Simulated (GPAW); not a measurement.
**CsPbBr3 (Pm-3m): G0W0 with GPAW, start to end**

Aim: the G0W0 gap of CsPbBr3 (Pm-3m) on LDA, step by step.

Method: LDA and many-body steps on it, plane waves, in GPAW 26.7.0.

**What was measured.**

- Gap 2.39 eV: optical gap from intersection of absorption and PL spectra; UV-Vis absorption and photoluminescence; film (two-step solution-deposited film annealed at 350 C) (“Tunable Open Circuit Voltage by Engineering Inorganic Cesium Lead Bromide/Iodide Perovskite Solar Cells”, 2018, pmc:5802841).

This is a report of a sequence of runs, with the program logs left out and the cost of each run kept.

**1. Starting point**

It takes space group Pm-3m (No. 221, cubic). The conventional cell has a = 5.949 Å, b = 5.949 Å, c = 5.949 Å, α = 90.00°, β = 90.00°, γ = 90.00°. Cs has 12 Br at 4.21 Å nearest. Nearest to Pb lie 6 Br at 2.97 Å. Br has 2 Pb at 2.97 Å and 4 Cs at 4.21 Å nearest. Farther neighbours, and contacts between anions beyond the nearest, are not listed.

The cell and positions are those that the Materials Project relaxed with its own functionals (PBE, PBE+U or r2SCAN), kept fixed.

**2. Ground state**

This step: GPAW 26.7.0; DFT, LDA, plane waves, PAW.

The ground-state density comes first.

The input, run.py:

```python
import json
import numpy as np
from gpaw.mpi import world
from ase import Atoms
from gpaw import GPAW, PW, FermiDirac

atoms = Atoms(['Cs', 'Pb', 'Br', 'Br', 'Br'],
    cell=[[5.9486308200, 0.0000000000, 0.0000000000],
      [0.0000000000, 5.9486308200, 0.0000000000],
      [0.0000000000, 0.0000000000, 5.9486308200]],
    scaled_positions=[[0.0000000000, 0.0000000000, 0.0000000000],
      [0.5000000000, 0.5000000000, 0.5000000000],
      [0.5000000000, 0.5000000000, 0.0000000000],
      [0.5000000000, 0.0000000000, 0.5000000000],
      [0.0000000000, 0.5000000000, 0.5000000000]],
    pbc=(True, True, True))
calc = GPAW(mode=PW(450),
    xc='LDA',
    kpts={'size': (4, 4, 4), 'gamma': True},
    occupations=FermiDirac(0.001),
    nbands=-8,
    convergence={'density': 1e-6, 'bands': -3},
    maxiter=100,
    txt='gs.txt')
atoms.calc = calc
res = {'energy': atoms.get_potential_energy()}
kpts = calc.get_ibz_k_points()
res['kpts'] = kpts
res['eigenvalues'] = [calc.get_eigenvalues(kpt=k) for k in range(len(kpts))]
res['n_electrons'] = calc.get_number_of_electrons()
calc.write('gs.gpw')

if world.rank == 0:
    with open('result.json', 'w') as f:
        json.dump(res, f, default=lambda x: x.tolist())
```

On the command line:

```console
$ mpirun -n 4 gpaw python run.py
```

It took 7.9 s on 4 MPI ranks of AMD EPYC 9R14 (Zen 4), shared host; peak memory 0.74 GiB.

Numbers from this step:

* total energy: -17.88 eV
* gap: 1.482 eV
* k of the valence top: 0.5, 0.5, 0.5
* k of the conduction bottom: 0.5, 0.5, 0.5
* least direct gap: 1.482 eV

The gap is direct, at (0.500, 0.500, 0.500).

**3. Empty states on the mesh, 4×4×4 mesh, 977 bands**

The sums over transitions need many empty states on a uniform mesh; this step solves for them.

The input, run.py:

```python
import json
import numpy as np
from gpaw.mpi import world
from gpaw import GPAW

calc = GPAW('gs.gpw').fixed_density(kpts={'size': (4, 4, 4), 'gamma': True},
    parallel={'domain': 1, 'band': 1},
    txt='nscf.txt')
calc.diagonalize_full_hamiltonian(nbands=977)
calc.write('full.gpw', mode='all')
res = {}
kpts = calc.get_ibz_k_points()
res['kpts'] = kpts
res['eigenvalues'] = [calc.get_eigenvalues(kpt=k) for k in range(len(kpts))]
res['n_electrons'] = calc.get_number_of_electrons()

if world.rank == 0:
    with open('result.json', 'w') as f:
        json.dump(res, f, default=lambda x: x.tolist())
```

On the command line:

```console
$ mpirun -n 4 gpaw python run.py
```

Run time: 2.1 min. Hardware: 4 MPI ranks; peak memory 7.7 GiB.

Read from the output:

- gap: 1.482 eV
- k of the valence top: 0.5, 0.5, 0.5
- k of the conduction bottom: 0.5, 0.5, 0.5
- least direct gap: 1.482 eV
- k points computed: 10
- lowest point of the top converged band, above the valence top: 152.3105 eV

On this mesh the gap is 1.482 eV.

**4. Screening and self-energy, 4×4×4 mesh, 449 bands, screening to 96 eV**

Now the one-shot GW correction: screening in the RPA, then the self-energy of the levels asked for.

This step: G0W0 on LDA, plane waves, PAW.

The input, run.py:

```python
import json
import numpy as np
from gpaw.mpi import world
from gpaw.response.g0w0 import G0W0

gw = G0W0('full.gpw',
    filename='gw',
    kpts=[0, 9],
    bands=(20, 24),
    ecut=96,
    nbands=449,
    integrate_gamma='WS',
    ppa=True)
gw.calculate()
res = {mode: {k: v for k, v in r.items() if k != 'sigma_eskwn'}
       for mode, r in gw.all_results.items()}

if world.rank == 0:
    with open('result.json', 'w') as f:
        json.dump(res, f, default=lambda x: x.tolist())
```

On the command line:

```console
$ mpirun -n 4 gpaw python run.py
```

The job ended after 8.3 min (4 MPI ranks; peak memory 2.7 GiB).

Numbers from this step:

- G0W0 gap on the mesh: 2.423 eV
- least direct G0W0 gap on the computed points: 2.423 eV
- Z at the valence top: 0.8023
- Z at the conduction bottom: 0.8205
- starting gap on the mesh: 1.482 eV
- k of the valence top: 0.5, 0.5, 0.5
- k of the conduction bottom: 0.5, 0.5, 0.5

The gap on the mesh goes from 1.48 eV to 2.42 eV, a correction of +0.94 eV.

Limits: finite bands, cutoff and mesh; no spin-orbit coupling. v1 is the top filled band, c1 the lowest empty one. The levels before and after the correction (eV, zero at the valence-band top of each column):

|  | conduction bottom | valence top |
| --- | --- | --- |
| Kohn-Sham | 1.48 | 0.00 |
| G0W0 | 2.42 | 0.00 |

|  | level | energy (eV) |
| --- | --- | --- |
| Kohn-Sham | (0.5 0.5 0.5) v2 | -1.398 |
| Kohn-Sham | (0.5 0.5 0.5) v1 | 0.000 |
| Kohn-Sham | (0.5 0.5 0.5) c1-c2 | 1.482 |
| G0W0 | (0.5 0.5 0.5) v2 | -2.111 |
| G0W0 | (0.5 0.5 0.5) v1 | 0.000 |
| G0W0 | (0.5 0.5 0.5) c1-c2 | 2.423 |

**5. Where the time went**

Times are wall times on 4 MPI ranks of AMD EPYC 9R14 (Zen 4), shared host, good to a factor of about two.

| step | time | share | memory (GiB) |
| --- | --- | --- | --- |
| ground state | 7.9 s | 1 % | 0.74 |
| empty states on the mesh | 2.1 min | 20 % | 7.7 |
| screening and self-energy | 8.3 min | 79 % | 2.7 |

**6. Summary of results**

```yaml
lda_gap: 1.48 eV, direct
g0w0_gap_on_the_mesh: 2.42 eV
gw_settings: 4×4×4 mesh, 449 bands, screening to 96 eV, Godby-Needs plasmon pole
known_limits: short of the basis limit; no spin-orbit coupling
```

What this shows: G0W0 moves the gap on the mesh from 1.48 eV to 2.42 eV (+0.94 eV), with Z of 0.80 and 0.82 at the edges. The dearest step here is «screening and self-energy». Against experiment, by G0W0@LDA: the direct gap of 2.42 eV lies +0.03 eV from the measured 2.39 eV (exciton, 2018). An exciton line or allowed optical edge lies below the quasiparticle gap by the binding energy; a forbidden edge can push the onset above it. The calculation has static nuclei and no excitons; a measured gap holds zero-point and thermal motion, which in such lone-pair compounds can raise it as well as lower it. With atoms this heavy the missing spin-orbit coupling may be the largest error. Bands and cutoff are finite, so the gap stands short of the basis limit, usually by up to a few tenths of an eV; the mesh is an error of its own. Where an edge is built on 6p states of lead, bismuth or thallium, scalar-relativistic gaps usually stand too wide, by a few tenths to over one eV. This is the ideal cubic cell; many perovskites, halides above all, are cubic only on average, and local tilts or off-centring can widen the gap.

[Long decimals in the printed logs are rounded to 6 places.]

[Logs are printed without paths, hosts, clocks, repeated set-up lines and the standing remarks that a program may print on its own settings, such as how far it seeks lower states.]

[Paths, hosts, dates, memory and timing lines, banners, echoed tables and standing remarks are left out of the program output; an Ansatz launch command may be rebuilt from the run's recorded settings. Measured values are a selection of at most five: reports struck by readers or far from the other reports are left out. None is set beside runs whose start may be inverted or whose files or cutoffs have a known fault.]

[Runs of the session that timed out or met a known fault of the program may be left out.]

[Hosts, paths, dates, database ids (printed as entryN), source tags and the programs' standing remarks are cut or masked in the printed files.]

[Where the starting crystal was built by hand or by swapping elements, it need not be the compound's stable phase.]
